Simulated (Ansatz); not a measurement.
# Co(0001): modes of surface species, part 2 of 2

Aim: bond lengths and vibrational modes of species bound on Co(0001).

Ansatz 0.2.0; DFT PBE, scalar-relativistic, plane waves, PAW; PAW set soft_1.

So far. Step 5 (Letting the atoms settle: Cl at the hcp hollow site …): The largest force component left on a free atom is 2.2 meV/Å. Step 6 (Force constants among chosen sites: Cl at the hcp …): The highest mode of the block lies at 284.0 cm⁻¹; the acoustic sum rule moved it by 0.0 cm⁻¹.

## Step 7: Relaxation in the fixed cell: Cl at the hcp hollow site, 0.25 monolayer (continued)

Relaxation path:

| step | energy less that of the first step (eV) | largest force component (eV/Å) |
| --- | --- | --- |
| 1 | 0.0000 | 1.0586 |
| 2 | -0.0923 | 0.7258 |
| 3 | -0.1577 | 0.1037 |
| 4 | -0.1579 | 0.0587 |
| 5 | -0.1587 | 0.0042 |
| 6 | -0.1587 | 0.0011 |

The run keeps the 6 symmetry operations that it works with, so distortions that break them were not tested.

The atoms that moved most (Å):

| atom | dx | dy | dz | length |
| --- | --- | --- | --- | --- |
| Cl17 | 0.000 | 0.000 | 0.114 | 0.114 |
| Co13 | 0.000 | 0.000 | -0.079 | 0.079 |
| Co10 | 0.000 | 0.000 | 0.052 | 0.052 |
| Co9 | 0.000 | 0.008 | 0.041 | 0.042 |
| Co12 | 0.007 | -0.004 | 0.041 | 0.042 |
| Co11 | -0.007 | -0.004 | 0.041 | 0.042 |
| Co15 | -0.020 | 0.011 | 0.003 | 0.023 |
| Co14 | 0.000 | -0.023 | 0.003 | 0.023 |

The relaxed structure:

```cif
data_structure
_symmetry_space_group_name_H-M 'P 1'
_symmetry_Int_Tables_number 1
_cell_length_a 4.9850
_cell_length_b 4.9850
_cell_length_c 39.3548
_cell_angle_alpha 90.000
_cell_angle_beta 90.000
_cell_angle_gamma 60.000
_cell_volume 846.97
loop_
_atom_site_label
_atom_site_type_symbol
_atom_site_fract_x
_atom_site_fract_y
_atom_site_fract_z
_atom_site_occupancy
Co1 Co 0.83333 0.33333 0.19000 1
Co2 Co 0.33333 0.33333 0.19000 1
Co3 Co 0.83333 0.83333 0.19000 1
Co4 Co 0.33333 0.83333 0.19000 1
Co5 Co 0.00000 0.00000 0.24131 1
Co6 Co 0.50000 0.00000 0.24131 1
Co7 Co 0.00000 0.50000 0.24131 1
Co8 Co 0.50000 0.50000 0.24131 1
Co9 Co 0.83238 0.33524 0.29364 1
Co10 Co 0.33333 0.33333 0.29394 1
Co11 Co 0.83238 0.83238 0.29364 1
Co12 Co 0.33524 0.83238 0.29364 1
Co13 Co 0.00000 0.00000 0.34190 1
Co14 Co 0.50263 0.99473 0.34399 1
Co15 Co 0.99473 0.50263 0.34399 1
Co16 Co 0.50263 0.50263 0.34399 1
Cl17 Cl 0.33333 0.33333 0.39052 1
```

The largest force component left on a free atom is 1.1 meV/Å.

## Step 8: Modes of the chosen sites: Cl at the hcp hollow site, 0.25 monolayer

Only 4 sites are displaced (3 Co and 1 Cl), with their periodic images, and all others stay at rest. This gives the modes that are localised on these sites for less work than the whole matrix.

input.yaml reads:

```yaml
crystal:
  lattice:
    - [4.9850495226, 0.0, 0.0]
    - [2.4925247613, 4.3171795257, 0.0]
    - [0.0, 0.0, 39.354776295]
  atoms:
    - { symbol: Co, position: [0.8333333333, 0.3333333333, 0.1900041003], spin: 1.99 }
    - { symbol: Co, position: [0.3333333333, 0.3333333333, 0.1900041003], spin: 2.01 }
    - { symbol: Co, position: [0.8333333333, 0.8333333333, 0.1900041003], spin: 1.99 }
    - { symbol: Co, position: [0.3333333333, 0.8333333333, 0.1900041003], spin: 1.99 }
    - { symbol: Co, position: [0.0, 0.0, 0.2413052132], spin: 1.94 }
    - { symbol: Co, position: [0.5, 0.0, 0.2413052132], spin: 1.95 }
    - { symbol: Co, position: [0.0, 0.5, 0.2413052132], spin: 1.95 }
    - { symbol: Co, position: [0.5, 0.5, 0.2413052132], spin: 1.95 }
    - { symbol: Co, position: [0.8323791086, 0.3352417828, 0.2936431992], spin: 1.91 }
    - { symbol: Co, position: [0.3333333333, 0.3333333333, 0.2939385712], spin: 1.99 }
    - { symbol: Co, position: [0.8323791086, 0.8323791086, 0.2936431992], spin: 1.91 }
    - { symbol: Co, position: [0.3352417828, 0.8323791086, 0.2936431992], spin: 1.91 }
    - { symbol: Co, position: [0.0, 0.0, 0.3418963156], spin: 2.06 }
    - { symbol: Co, position: [0.502634307, -0.005268614, 0.3439870697], spin: 1.93 }
    - { symbol: Co, position: [-0.005268614, 0.502634307, 0.3439870697], spin: 1.93 }
    - { symbol: Co, position: [0.502634307, 0.502634307, 0.3439870697], spin: 1.93 }
    - { symbol: Cl, position: [0.3333333333, 0.3333333333, 0.390522666] }
  periodic: [true, true, false]
kpoints:
  mp_grid: { grid: [6, 6, 1] }
hamiltonian:
  xc: pbe
  pseudopotentials: { kind: paw, azcp: { folder: soft_1 } }
scf:
  occupations: { method: gaussian, width: 0.1 }
output:
  eigenvalues: true
magnetization:
  spin_polarized: true
phonons:
  method: fd
  supercell: [1, 1, 1]
  displaced_sites: [13, 14, 15, 16]
  rigid_motions: translations
```

On the command line:

```sh
$ ansatz run input.yaml --threads 8 --pin off --max-ram 20480MiB --backend cpu --events-out ev --progress --plain --runs-dir out
```

Wall time 19 min (8 threads of Arm Neoverse N1, shared host); peak memory 8.1 GiB; 2.5 h of CPU time.

The other atoms of the cell are at rest; shares are of the kinetic energy, a minus sign marks an imaginary mode, and where like sites share a mode the one named is one choice of several. Modes of the displaced sites:

| mode | frequency (cm⁻¹) | share of Co (%) | share of Cl (%) | site with the largest share | its share (%) |
| --- | --- | --- | --- | --- | --- |
| 1 | 86.8 | 38 | 62 | Cl17 | 62 |
| 2 | 86.8 | 38 | 62 | Cl17 | 62 |
| 3 | 143.8 | 72 | 28 | Co14 | 41 |
| 4 | 143.8 | 72 | 28 | Co16 | 32 |
| 5 | 153.8 | 64 | 36 | Cl17 | 36 |
| 6 | 159.8 | 100 | 0 | Co14 | 33 |
| 7 | 191.7 | 93 | 7 | Co16 | 40 |
| 8 | 191.7 | 93 | 7 | Co14 | 50 |
| 9 | 204.3 | 74 | 26 | Cl17 | 26 |
| 10 | 227.5 | 98 | 2 | Co16 | 39 |
| 11 | 227.5 | 98 | 2 | Co14 | 45 |
| 12 | 298.9 | 61 | 39 | Cl17 | 39 |

The same force constants with another mass on the added atoms, against the natural mean mass; listed are the real modes with at least half of their motion on these atoms, followed through small steps of mass, less those that pass through avoided crossings, where the squared overlap of new and old mass-weighted patterns is under 0.8. Modes after a change of mass:

| substitution | mode | frequency (cm⁻¹) | after (cm⁻¹) | ratio |
| --- | --- | --- | --- | --- |
| 37Cl | 1 | 86.8 | 85.7 | 1.013 |
| 37Cl | 2 | 86.8 | 85.7 | 1.013 |

The highest mode of the block lies at 298.9 cm⁻¹; the acoustic sum rule moved it by 0.0 cm⁻¹.

## Step 9: The series together

The members are set side by side.

The anchoring bond is the shortest distance from the first added atom to the slab, and like atoms elsewhere in the cell can differ; degenerate modes stand as often as they occur. The species side by side:

| species | coverage (monolayer) | anchoring bond | its length (Å) | highest level (cm⁻¹) | second (cm⁻¹) | third (cm⁻¹) |
| --- | --- | --- | --- | --- | --- | --- |
| Cl at the hcp hollow site | 1 | Cl-Co | 2.518 | 181.5 | 94.87 | 84.66 |
| Cl at the hcp hollow site | 0.5 | Cl-Co | 2.337 | 284 | 209.2 | 175 |
| Cl at the hcp hollow site | 0.25 | Cl-Co | 2.343 | 298.9 | 227.5 | 227.5 |

## Step 10: Outcome

```json
{"highest mode of the block of 2 sites, Cl at the hcp hollow site, 1 monolayer": "181.5 cm⁻¹", "highest mode of the block of 3 sites, Cl at the hcp hollow site, 0.5 monolayer": "284.0 cm⁻¹", "highest mode of the block of 4 sites, Cl at the hcp hollow site, 0.25 monolayer": "298.9 cm⁻¹"}
```

In words: The block has imaginary modes with Cl at the hcp hollow site, 1 monolayer: the structure there is a saddle held by symmetry, a lower one exists, and its modes can differ widely from these. With Cl at the hcp hollow site, 1 monolayer the highest mode of the block lies at 182 cm⁻¹, 97 % on Co. With Cl at the hcp hollow site, 0.5 monolayer the highest mode of the block lies at 284 cm⁻¹, 85 % on Co and 15 % on Cl. With Cl at the hcp hollow site, 0.25 monolayer the highest mode of the block lies at 299 cm⁻¹, 61 % on Co and 39 % on Cl. With all atoms beyond the displaced ones at rest, modes that spread into the slab are only rough; stretches of light atoms, well above the modes of the substrate atoms, are the least affected. Periodic images of the cell move in phase at the zone centre, so coupling to the images is part of these frequencies. These are harmonic frequencies at zero temperature: anharmonic shifts, linewidths and thermal expansion are left out. The slab runs start from parallel moments, as in the ferromagnetic bulk.

[Logs are printed without paths, hosts, clocks, repeated set-up lines and the standing remarks that a program may print on its own settings, such as how far it seeks lower states.]

[Hosts, paths, dates, database ids (printed as entryN), source tags and the programs' standing remarks are cut or masked in the printed files.]
